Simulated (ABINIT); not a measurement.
Entries from a set of simulations; values are calculated unless marked as measured.

**Beyond one shot: Sr3BiN (Pm-3m)**

The structure is cubic, space group Pm-3m (No. 221). The conventional cell has a = 5.235 Å, b = 5.235 Å, c = 5.235 Å, α = 90.00°, β = 90.00°, γ = 90.00°. Nearest to Sr lie 2 N at 2.62 Å. Nearest to Bi lie 12 Sr at 3.70 Å. N has 6 Sr at 2.62 Å nearest. Farther neighbours, and contacts between anions beyond the nearest, are not listed.

```xyz
5
Lattice="5.2349 0.0000 0.0000 0.0000 5.2349 0.0000 0.0000 0.0000 5.2349" Properties=species:S:1:pos:R:3 pbc="T T T"
Sr    2.6175    2.6175    0.0000
Sr    0.0000    2.6175    2.6175
Sr    2.6175    0.0000    2.6175
Bi    0.0000    0.0000    0.0000
N     2.6175    2.6175    2.6175
```

| Item | Value |
| --- | --- |
| method | RPA screening on LDA from quasiparticle energies, plane waves, norm-conserving pseudopotentials (and 5 further levels or steps) |
| program | ABINIT 10.8.3 |
| settings | cutoff 36 Ha, PseudoDojo scalar-relativistic 0.4.1 stringent, norm-conserving, ngkpt (2, 2, 2), nband 161, ecuteps 4.8 Ha, gwcalctyp 10, inclvkb 2, shiftk (0, 0, 0), symchi 1, awtr 1, frequency ppm, cycle 2, q points all but q = 0, 2×2×2 k-mesh |
| cost | 11 runs, 14 min in all on 4 MPI ranks of Arm Neoverse V1, shared host |
| notes | The cell and positions are those that the Materials Project relaxed with its own functionals (PBE, PBE+U or r2SCAN), kept fixed. Limits: no spin-orbit coupling. The 2×2×2 mesh is coarse for this cell, which bears on the long-range parts of exchange and screening. On this mesh the RPA ε∞ passes 90, more than nearly any semiconductor shows; a coarse mesh does this where one point with a narrow direct gap carries much weight. The screening is then too strong, and the G0W0 gap should not be taken as the material’s. |
| G0W0 | 0.429 eV |
| evGW0, cycle 1 | 0.441 eV |
| evGW0, cycle 2 | 0.440 eV |
| evGW, cycle 1 | 0.526 eV |
| evGW, cycle 2 | 0.528 eV |

Only the bands that the input lists are updated; the higher empty ones keep the functional's energies. The evGW loop starts from the last levels of evGW0, so its cycles and time come on top of those.

[Long decimals in the printed logs are rounded to 6 places.]

[Logs are printed without paths, hosts, clocks, repeated set-up lines and the standing remarks that a program may print on its own settings, such as how far it seeks lower states.]

[Paths, hosts, dates, memory and timing lines, banners, echoed tables and standing remarks are left out of the program output; an Ansatz launch command may be rebuilt from the run's recorded settings. Measured values are a selection of at most five: reports struck by readers or far from the other reports are left out. None is set beside runs whose start may be inverted or whose files or cutoffs have a known fault.]

[Runs of the session that timed out or met a known fault of the program may be left out.]

[Hosts, paths, dates, database ids (printed as entryN), source tags and the programs' standing remarks are cut or masked in the printed files.]

[G0W0 gaps are taken among the corrected bands and points alone; a level outside them can change the order at an edge.]

[Where Ansatz stands beside ABINIT at settings called matched, ABINIT's density can come from a denser mesh and the files from another edition; pairs whose starting gaps differed by over 0.03 eV were left out, so agreement reads better than it is.]
